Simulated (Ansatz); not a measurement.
# Nb2COS MXene monolayer in a perpendicular field

Aim: how the Nb2COS MXene monolayer screens a field along its normal, and what the field does to its bands. A positive field points along +c.

Calculated with Ansatz 0.2.0; plane-wave DFT, PBE-D3(BJ), Ansatz PAW (set soft_1); PAW set soft_1.

## (1) Set-up

The cell holds 5 atoms: 1 S, 2 Nb, 1 C and 1 O. Its edges and angles: a = 3.151 Å, b = 3.151 Å, c = 41.759 Å, α = 90.0°, β = 90.0°, γ = 120.0°. Vacuum lies along c.

## (2) Relaxation

The starting cell is a guess, so the in-plane lattice and the atoms are relaxed first, with the slab cut off from its images along the normal.

The input, input.yaml:

```yaml
crystal:
  lattice:
    - [3.150576, 0.0, 0.0]
    - [-1.575288, 2.7284788526, 0.0]
    - [0.0, 0.0, 41.758695257]
  atoms:
    - { symbol: S, position: [0.3333333333, 0.6666666667, 0.435837372] }
    - { symbol: Nb, position: [0.6666666667, 0.3333333333, 0.4778095303] }
    - { symbol: C, position: [0.0, 0.0, 0.5075789793] }
    - { symbol: Nb, position: [0.3333333333, 0.6666666667, 0.5373484284] }
    - { symbol: O, position: [0.6666666667, 0.3333333333, 0.564162628] }
  periodic: [true, true, false]
kpoints:
  mp_grid: { grid: [12, 12, 1] }
hamiltonian:
  xc: pbe
  dispersion: d3bj
  pseudopotentials: { kind: paw, azcp: { folder: soft_1 } }
scf:
  occupations: { method: fermi_dirac, width: 0.05 }
  convergence: { dr2_threshold: 1.0e-09 }
relax:
  f_tol: 0.004
  max_steps: 90
  cell: {}
output:
  write_potential: true
  write_density: true
  volumetric_format: npy
```

On the command line:

```sh
$ ansatz run input.yaml --threads 2 --pin off --max-ram 3072MiB --backend cpu --events-out ev --progress --plain --runs-dir out
```

Numbers of over 12 decimals in the logs are rounded to 6 here.

The log of the run:

```text
Warning: relax.cell: scf.convergence.dr2_threshold = 1e-9 eV is looser than the 2.11963634445e-10 eV advised for a relaxation that steers and ends on the stress (1e-10 eV for each atom of the cell: 5, times the square of relax.cell.stress_2d_tol = 0.05 N/m over 15.4 Å (the atoms' height at the walk's start and 5 Å past either face), 3.255e-2 GPa, over a crystal's default 0.05). What an SCF threshold leaves in a stress goes as its square root, and in the free energy as the threshold itself, and one threshold admits the most on a small cell: [figures from the program's tests cut] Set scf.convergence.dr2_threshold to 2.11963634445e-10 eV or tighter. [rest of the remark cut]
Engine: ansatz 0.2.0, x86_64-unknown-linux-gnu
Pseudopotentials: kind: paw
Pseudopotential: S, paw, valence charge 6, recommended cutoff 420 eV (normal), soft_1/S.paw.azcp
Pseudopotential: Nb, paw, valence charge 13, recommended cutoff 420 eV (normal), soft_1/Nb.paw.azcp
Pseudopotential: C, paw, valence charge 4, recommended cutoff 420 eV (normal), soft_1/C.paw.azcp
Pseudopotential: O, paw, valence charge 6, recommended cutoff 420 eV (normal), soft_1/O.paw.azcp
Functional definition: PBE
  parameter kappa = 0.804
  parameter beta = 0.066725
  exchange = pbe_x(kappa = kappa, mu = beta*pi^2/3)
  correlation = pbe_c(beta = beta)
Crystal: 5 atoms, lattice volume = 358.969 Å³
Basis set: ecut = 420 eV, 6931 PW (Γ), exchange–correlation on 48×48×576 points (8 copies of the dense FFT grid, shifted against one another)
Bands: 26, of which v1, the nominal top of the filled ones, is band 21 counted from 1 (20 counted from 0)
Symmetry: 6 space group operations
Space group: P3m1 (ITA 156), of the structure as read, at distance tolerance 7.1e-5 Å
k-points: 19 of 144 (time reversal used)
Non-local potential: S, projectors of the file, l = 0: 2, l = 1: 2, l = 2: 1
Non-local potential: Nb, projectors of the file, l = 0: 3, l = 1: 2, l = 2: 2, l = 3: 1
Non-local potential: C, projectors of the file, l = 0: 2, l = 1: 2, l = 2: 1
Non-local potential: O, projectors of the file, l = 0: 2, l = 1: 2, l = 2: 1
PAW form: soft (Blöchl's): semilocal exchange-correlation on the pseudo side does not see the compensation charge
PAW one-centre angular grid: S, 110 points (default); XC on 64 Gauss nodes
PAW one-centre angular grid: Nb, 590 points (default); XC on 64 Gauss nodes
PAW one-centre angular grid: C, 110 points (default); XC on 64 Gauss nodes
PAW one-centre angular grid: O, 110 points (default); XC on 64 Gauss nodes
Initial density: superposition of atomic densities (neutral atoms: chi_scale 0, normalization atom)
Initial wavefunctions: pseudopotential atomic-orbital guess
Functional: x = pbe(κ = 0.804, μ = 0.219515), c = pbe(β = 0.066725)
SCF iter   1: F=—  HF=-10838.004277 eV  |F-HF|=—  |Δ(HF+E_count)|=         —  Δρ=7.67e-2  dr2=2.93e1  ethr=3.10e-3  ⟨swp⟩=15.8  Hψ=4134  notcnv=0
preconditioner: auto → LDOS  [metal: Δε(μ)=0.089 eV  Ē_g=10.060 eV  σ=0.050 eV  W_gap=0.37  n_scr=24 (ndim 8)  ℏωp=10.0 eV  f_vac=0.783  D(μ)=1.22/eV (n_scr^D=10)  β→1.0]
SCF iter   2: F=—  HF=-10839.951801 eV  |F-HF|=—  |Δ(HF+E_count)|=    1.95e0  Δρ=1.18e-1  dr2=6.00e1  ethr=3.10e-3  ⟨swp⟩=8.5  Hψ=2125  notcnv=0  defer=10
SCF iter   3: F=—  HF=-10830.662466 eV  |F-HF|=—  |Δ(HF+E_count)|=    9.29e0  Δρ=2.30e-2  dr2=1.36e0  ethr=3.10e-3  ⟨swp⟩=6.2  Hψ=1800  notcnv=0  defer=1
SCF iter   4: F=—  HF=-10830.392534 eV  |F-HF|=—  |Δ(HF+E_count)|=   2.70e-1  Δρ=4.02e-3  dr2=8.74e-2  ethr=3.10e-3  ⟨swp⟩=3.6  Hψ=1200  notcnv=0  defer=1
SCF iter   5: F=—  HF=-10830.391181 eV  |F-HF|=—  |Δ(HF+E_count)|=   1.35e-3  Δρ=2.31e-3  dr2=3.44e-2  ethr=2.08e-4  ⟨swp⟩=3.9  Hψ=1313  notcnv=0
SCF iter   6: F=—  HF=-10830.389973 eV  |F-HF|=—  |Δ(HF+E_count)|=   1.21e-3  Δρ=1.53e-3  dr2=2.31e-2  ethr=8.19e-5  ⟨swp⟩=1.6  Hψ=676  notcnv=0
SCF iter   7: F=—  HF=-10830.388129 eV  |F-HF|=—  |Δ(HF+E_count)|=   1.84e-3  Δρ=7.90e-4  dr2=8.12e-3  ethr=5.51e-5  ⟨swp⟩=2.1  Hψ=648  notcnv=0
SCF iter   8: F=—  HF=-10830.387225 eV  |F-HF|=—  |Δ(HF+E_count)|=   9.04e-4  Δρ=2.22e-4  dr2=4.91e-4  ethr=1.93e-5  ⟨swp⟩=2.6  Hψ=845  notcnv=0
SCF iter   9: F=—  HF=-10830.387222 eV  |F-HF|=—  |Δ(HF+E_count)|=   3.10e-6  Δρ=8.84e-5  dr2=3.46e-5  ethr=1.17e-6  ⟨swp⟩=3.1  Hψ=1084  notcnv=0
SCF iter  10: F=—  HF=-10830.387210 eV  |F-HF|=—  |Δ(HF+E_count)|=   1.26e-5  Δρ=2.24e-5  dr2=5.05e-6  ethr=8.25e-8  ⟨swp⟩=4.1  Hψ=1263  notcnv=0
SCF iter  11: F=—  HF=-10830.387207 eV  |F-HF|=—  |Δ(HF+E_count)|=   2.69e-6  Δρ=5.91e-6  dr2=3.52e-7  ethr=1.20e-8  ⟨swp⟩=3.7  Hψ=1063  notcnv=0
SCF iter  12: F=—  HF=-10830.387212 eV  |F-HF|=—  |Δ(HF+E_count)|=   4.95e-6  Δρ=1.67e-6  dr2=1.92e-8  ethr=8.39e-10  ⟨swp⟩=3.6  Hψ=1116  notcnv=0
SCF iter  13: F=—  HF=-10830.387212 eV  |F-HF|=—  |Δ(HF+E_count)|=   8.54e-8  Δρ=4.72e-7  dr2=1.07e-9  ethr=4.57e-11  ⟨swp⟩=4.0  Hψ=1230  notcnv=0
SCF iter  14: F=-10830.387212 eV  HF=-10830.387212 eV  |F-HF|=1.30e-9  |Δ(HF+E_count)|=   2.56e-8  Δρ=9.25e-8  dr2=2.13e-11  ethr=2.38e-12  ⟨swp⟩=13.0  Hψ=4345  notcnv=0
SCF 1 converged in 14 iterations: F = -10830.387212 eV  dr2 = 2.13e-11
  greatest PAW one-centre occupation: 0.998 electrons in one spin orbital (limit 2), on the Nb atom at site 3 (counted from 0), in its partial waves of l = 0
relax step   1: F+E_penalty+E_count = -10830.38721201 eV  Δ(F+E_penalty+E_count) = +0.000e0 eV  max|allowed force component| = 9.300e-1 eV/Å  Δτ_max = 0.0000 Å  P = -0.524 N/m  Ω = 358.969 Å³  fix = [c, alpha, beta]  reactions: c -0.000 N/m  (14 SCF iters, accepted)
Crystal: 5 atoms, lattice volume = 372.174 Å³
Basis set: ecut = 420 eV, 7399 PW (Γ), exchange–correlation on 48×48×576 points (8 copies of the dense FFT grid, shifted against one another)
Initial density: handed on by an earlier stage of this run
Initial wavefunctions: those handed on with the density
iter 1 solved again at ethr=4.67e-4 eV; its pass at ethr=3.10e-3 eV (dr2=1.96e-1 eV) is discarded
SCF iter   1: F=—  HF=-10830.428679 eV  |F-HF|=—  |Δ(HF+E_count)|=         —  Δρ=6.93e-3  dr2=2.00e-1  ethr=4.67e-4  ⟨swp⟩=2.4  Hψ=5052  notcnv=0
preconditioner: auto → LDOS  [metal: Δε(μ)=0.035 eV  Ē_g=8.238 eV  σ=0.050 eV  W_gap=0.17  n_scr=24 (ndim 8)  ℏωp=9.8 eV  f_vac=0.801  D(μ)=2.34/eV (n_scr^D=14)  β→1.0]
SCF iter   2: F=—  HF=-10830.393674 eV  |F-HF|=—  |Δ(HF+E_count)|=   3.50e-2  Δρ=3.44e-3  dr2=6.28e-2  ethr=4.67e-4  ⟨swp⟩=4.2  Hψ=1301  notcnv=0
SCF iter   3: F=—  HF=-10830.378917 eV  |F-HF|=—  |Δ(HF+E_count)|=   1.48e-2  Δρ=5.59e-4  dr2=2.63e-3  ethr=1.49e-4  ⟨swp⟩=3.1  Hψ=1117  notcnv=0
[...]
SCF iter   2: F=—  HF=-10830.411746 eV  |F-HF|=—  |Δ(HF+E_count)|=   1.16e-2  Δρ=2.21e-3  dr2=2.77e-2  ethr=3.55e-4  ⟨swp⟩=3.5  Hψ=1139  notcnv=0
SCF iter   3: F=—  HF=-10830.407184 eV  |F-HF|=—  |Δ(HF+E_count)|=   4.56e-3  Δρ=9.94e-4  dr2=6.03e-3  ethr=6.59e-5  ⟨swp⟩=2.6  Hψ=1089  notcnv=0
SCF iter   4: F=—  HF=-10830.405932 eV  |F-HF|=—  |Δ(HF+E_count)|=   1.25e-3  Δρ=2.84e-4  dr2=5.99e-4  ethr=1.44e-5  ⟨swp⟩=3.8  Hψ=1246  notcnv=0
SCF iter   5: F=—  HF=-10830.405852 eV  |F-HF|=—  |Δ(HF+E_count)|=   8.08e-5  Δρ=8.46e-5  dr2=9.16e-5  ethr=1.43e-6  ⟨swp⟩=3.4  Hψ=1103  notcnv=0
SCF iter   6: F=—  HF=-10830.405842 eV  |F-HF|=—  |Δ(HF+E_count)|=   9.36e-6  Δρ=2.21e-5  dr2=3.90e-6  ethr=2.18e-7  ⟨swp⟩=3.6  Hψ=992  notcnv=0
SCF iter   7: F=—  HF=-10830.405843 eV  |F-HF|=—  |Δ(HF+E_count)|=   5.05e-7  Δρ=3.62e-6  dr2=7.04e-8  ethr=9.29e-9  ⟨swp⟩=3.4  Hψ=1140  notcnv=0
SCF iter   8: F=—  HF=-10830.405843 eV  |F-HF|=—  |Δ(HF+E_count)|=   1.12e-7  Δρ=9.17e-7  dr2=5.05e-9  ethr=1.68e-10  ⟨swp⟩=4.4  Hψ=1340  notcnv=0
SCF iter   9: F=-10830.405843 eV  HF=-10830.405843 eV  |F-HF|=1.13e-8  |Δ(HF+E_count)|=   3.49e-8  Δρ=3.04e-7  dr2=2.38e-10  ethr=2.38e-12  ⟨swp⟩=13.8  Hψ=4677  notcnv=0
SCF 3 converged in 9 iterations: F = -10830.405843 eV  dr2 = 2.38e-10
relax step   3: F+E_penalty+E_count = -10830.40584286 eV  Δ(F+E_penalty+E_count) = -1.863e-2 eV  max|allowed force component| = 1.370e0 eV/Å  Δτ_max = 0.0964 Å  P = +2.509 N/m  Ω = 360.680 Å³  energy of the carried Pulay correction = -3.273e-4 eV  fix = [c, alpha, beta]  reactions: c +0.000 N/m  (9 SCF iters, accepted)
[...]
relax step   4: F+E_penalty+E_count = -10830.46059885 eV  Δ(F+E_penalty+E_count) = -5.476e-2 eV  max|allowed force component| = 8.079e-2 eV/Å  Δτ_max = 0.0375 Å  P = -0.271 N/m  Ω = 364.514 Å³  energy of the carried Pulay correction = -1.055e-3 eV  fix = [c, alpha, beta]  reactions: c -0.000 N/m  (9 SCF iters, accepted)
[...]
relax step   5: F+E_penalty+E_count = -10830.46095090 eV  Δ(F+E_penalty+E_count) = -3.520e-4 eV  max|allowed force component| = 2.472e-2 eV/Å  Δτ_max = 0.0047 Å  P = +0.117 N/m  Ω = 363.977 Å³  energy of the carried Pulay correction = -9.537e-4 eV  fix = [c, alpha, beta]  reactions: c +0.000 N/m  (7 SCF iters, accepted)
[...]
relax step   6: F+E_penalty+E_count = -10830.46096566 eV  Δ(F+E_penalty+E_count) = -1.477e-5 eV  max|allowed force component| = 1.056e-3 eV/Å  Δτ_max = 0.0016 Å  P = +0.004 N/m  Ω = 364.220 Å³  energy of the carried Pulay correction = -9.996e-4 eV  fix = [c, alpha, beta]  reactions: c +0.000 N/m  (7 SCF iters, accepted)
Initial wavefunctions: pseudopotential atomic-orbital guess (no wavefunctions were taken with the density)
iter 1 solved again at ethr=4.26e-7 eV; its pass at ethr=3.10e-3 eV (dr2=1.79e-4 eV) is discarded
SCF iter   1: F=—  HF=-10830.461771 eV  |F-HF|=—  |Δ(HF+E_count)|=         —  Δρ=3.70e-5  dr2=4.89e-7  ethr=4.26e-7  ⟨swp⟩=6.5  Hψ=6460  notcnv=0
preconditioner: auto → LDOS  [metal: Δε(μ)=0.051 eV  Ē_g=8.243 eV  σ=0.050 eV  W_gap=0.25  n_scr=24 (ndim 8)  ℏωp=9.9 eV  f_vac=0.795  D(μ)=2.27/eV (n_scr^D=14)  β→1.0]
SCF iter   2: F=—  HF=-10830.462086 eV  |F-HF|=—  |Δ(HF+E_count)|=   3.15e-4  Δρ=9.43e-6  dr2=2.61e-7  ethr=1.16e-9  ⟨swp⟩=4.9  Hψ=1716  notcnv=0
SCF iter   3: F=—  HF=-10830.462084 eV  |F-HF|=—  |Δ(HF+E_count)|=   2.09e-6  Δρ=1.83e-6  dr2=2.31e-8  ethr=6.20e-10  ⟨swp⟩=3.0  Hψ=903  notcnv=0
SCF iter   4: F=—  HF=-10830.462086 eV  |F-HF|=—  |Δ(HF+E_count)|=   1.89e-6  Δρ=3.75e-7  dr2=1.69e-9  ethr=5.50e-11  ⟨swp⟩=3.9  Hψ=1160  notcnv=0
SCF iter   5: F=-10830.462086 eV  HF=-10830.462086 eV  |F-HF|=2.20e-8  |Δ(HF+E_count)|=   1.86e-7  Δρ=1.51e-7  dr2=1.97e-10  ethr=2.38e-12  ⟨swp⟩=17.4  Hψ=4900  notcnv=0
SCF 7 converged in 5 iterations: F = -10830.462086 eV  dr2 = 1.97e-10
relax step   7: F+E_penalty+E_count = -10830.46208643 eV  Δ(F+E_penalty+E_count) = -1.121e-3 eV  max|allowed force component| = 9.988e-4 eV/Å  Δτ_max = 0.0000 Å  P = +0.028 N/m  Ω = 364.220 Å³  fix = [c, alpha, beta]  reactions: c +0.000 N/m  stress off target by 2.84e-2 N/m on what of the cell is left free  SCF on the basis re-selected at this cell (its energy is not comparable with the rows above)  (5 SCF iters)
basis re-selected at this cell: Δ(F+E_penalty+E_count) = -1.121e-3 eV, ΔP = +0.025 N/m vs the last step (what re-selecting the basis moved, of the pressure what is left beyond the Pulay correction that the steps carried, after the strain that the cell walked since its last selection, with what the two solves' SCF thresholds leave and, on support functions, any second-order correction that the steps lacked; it is no m [...]
WARN: The output density's exchange-correlation potential varies sharply where the density is thin. Do not read a vacuum level from v_tot or v_xc, or from such a field of the output density. On a cell that repeats whose density bears no net charge and no dipole along the vacuum's axis use v_es (v_loc + v_h of the components); under efield.dipole_correction with no amplitude use v_es + v_field, which holds any externa [...]
SCF converged after 5 iterations
Free energy (F): -10830.462086 eV
Harris-Foulkes:  -10830.462086 eV  (|F-HF|=2.20e-8)
Internal energy: -10830.444869 eV  (E = F + TS)
E sigma→0 (E₀):  -10830.453478 eV
Entropy (-TS):   -0.017217 eV (-3.443 meV/atom)
Fermi energy:    -5.538464 eV
--- Per-component energies (eV) ---
  E_band       = -1004.585156
  E_kinetic    = 1107.986248
  E_local      = -155849.736769  (includes V_loc(G=0)·N_el)
  E_nonlocal   = 294.328780
  E_hartree    = 77185.862885
  E_xc         = -541.220463
  E_vxc        = -636.299568  (∫ρ·V_xc dr)
  E_paw        = -7033.034507  (= ΣΔE_a)
  E_vpaw       = -292.591898  (= ΣTr[D̂ρ^β])
  E_aug_tail   = 0.000874  (compensation charges beyond the density's cutoff)
  E_ewald      = 74006.958952
  E_disp       = -1.590869  (pairwise vdW)
  E_smearing   = -0.017217  (= −TS)
  E_closure    = 0.000000  (closes the sum)
  Σ components = -10830.462086   (vs F -10830.462086, Δ=0.00e0)
--- Forces (eV/Å), atoms counted from 1 ---
  atom   1  S      0.00000000     0.00000000    -0.00059423
  atom   2  Nb    -0.00000000    -0.00000000    -0.00041767
  atom   3  C      0.00000000     0.00000000     0.00099749
  atom   4  Nb     0.00000000    -0.00000000    -0.00056474
  atom   5  O      0.00000000    -0.00000000     0.00057259
  max |Σ_I F_I| component: 6.56e-6 eV/Å
--- 2D stress c σ (N/m, compression-positive) ---
        0.028396      -0.000000      -0.000000
        0.000000       0.028396      -0.000000
       -0.000000      -0.000000       0.000000
  P = ½ c Tr σ = 0.0284 N/m
--- Band table (eV; the first three rows and the last of 19) ---
  k-point 0: bands = [... 17 lower, -7.8444, -6.3034, -6.3034, -5.9577, -5.9577, -5.7120, -4.2587, -4.2587, ... 1 higher]
  k-point 1: bands = [... 17 lower, -7.7668, -6.9977, -6.7435, -6.0965, -5.5085, -5.2293, -4.2349, -4.1383, ... 1 higher]
  k-point 2: bands = [... 17 lower, -8.4973, -7.3973, -7.0873, -6.5375, -5.1560, -4.7198, -4.1881, -3.6714, ... 1 higher]
  k-point 18: bands = [... 17 lower, -9.5505, -9.1016, -8.8814, -5.0247, -4.8026, -4.1302, -3.4691, -3.0228, ... 1 higher]
  the weakly bound empty levels are not read free of the cell's end (no_gap_told)
--- Relaxed structure (6 steps of the walk, 5 accepted, 1 SCFs on fresh bases) ---
  F+E_penalty+E_count = -10830.46208643 eV   max|allowed force component| = 9.988e-4 eV/Å   (the final SCF, on the basis selected at the relaxed cell)
  cell:  # Å, volume = 364.2196 Å³
    - [3.173532, 0, 0]
    - [-1.586766, 2.748359, 0]
    - [0, 0, 41.758695257]
  atoms:
    - { symbol: S, position: [0.333333, 0.666667, 0.438107] }
    - { symbol: Nb, position: [0.666667, 0.333333, 0.478031] }
    - { symbol: C, position: [-1.9137939710561403e-19, 0, 0.507501] }
    - { symbol: Nb, position: [0.333333, 0.666667, 0.536988] }
    - { symbol: O, position: [0.666667, 0.333333, 0.562110] }
```

Elapsed: 63 s, on 2 threads of Intel Xeon Platinum 8375C at 2.90GHz (Ice Lake), shared host; peak memory 0.82 GiB; 2.1 min of CPU time.

The steps of the relaxation:

```
step  energy less that of the first step (eV)  largest force component (eV/Å)  volume (Å³)
   1                                   0.0000                          0.9300       358.97
   2                                   0.0083                          0.6454       372.17
   3                                  -0.0186                          1.3699       360.68
   4                                  -0.0734                          0.0808       364.51
   5                                  -0.0737                          0.0247       363.98
   6                                  -0.0738                          0.0011       364.22
  7*                                  -0.0749                          0.0010       364.22
```

Relaxation steps marked * repeat the geometry before them on a plane-wave basis chosen anew for their cell, so energy and pressure can jump there. Relaxation step 2 was tried and not accepted.

Forces are held to the 6 operations that the run works with; a distortion that breaks them can't arise in this run.

```
cell as run  before  after  change
      a (Å)   3.151  3.174  +0.7 %
      b (Å)   3.151  3.174  +0.7 %
```

The atoms that moved most (Å, along periodic axes as changes of fractional coordinates times the final cell, across vacuum about the mean position):

```
atom     dx     dy      dz  length
  S1  0.000  0.000   0.095   0.095
  O5  0.000  0.000  -0.086   0.086
 Nb4  0.000  0.000  -0.015   0.015
 Nb2  0.000  0.000   0.009   0.009
```

Final coordinates:

```xyz
5
Lattice="3.1735 0.0000 0.0000 -1.5868 2.7484 0.0000 0.0000 0.0000 41.7587" Properties=species:S:1:pos:R:3
S     0.0000    1.8322   18.2948
Nb    1.5868    0.9161   19.9620
C     0.0000    0.0000   21.1926
Nb    0.0000    1.8322   22.4239
O     1.5868    0.9161   23.4730
```

This step gave:

```
energy at zero smearing : -10830.4535 eV
```

The lattice constant a goes from 3.151 to 3.174 Å.

[end of part 1 of 2]

[Logs are printed without paths, hosts, clocks, repeated set-up lines and the standing remarks that a program may print on its own settings, such as how far it seeks lower states.]

[Hosts, paths, dates, database ids (printed as entryN), source tags and the programs' standing remarks are cut or masked in the printed files.]

[Maps of the electrostatic potential energy from Ansatz leave out the sawtooth potential of an applied field or a dipole correction, so their vacuum need not be flat; planar profiles and work functions include it.]
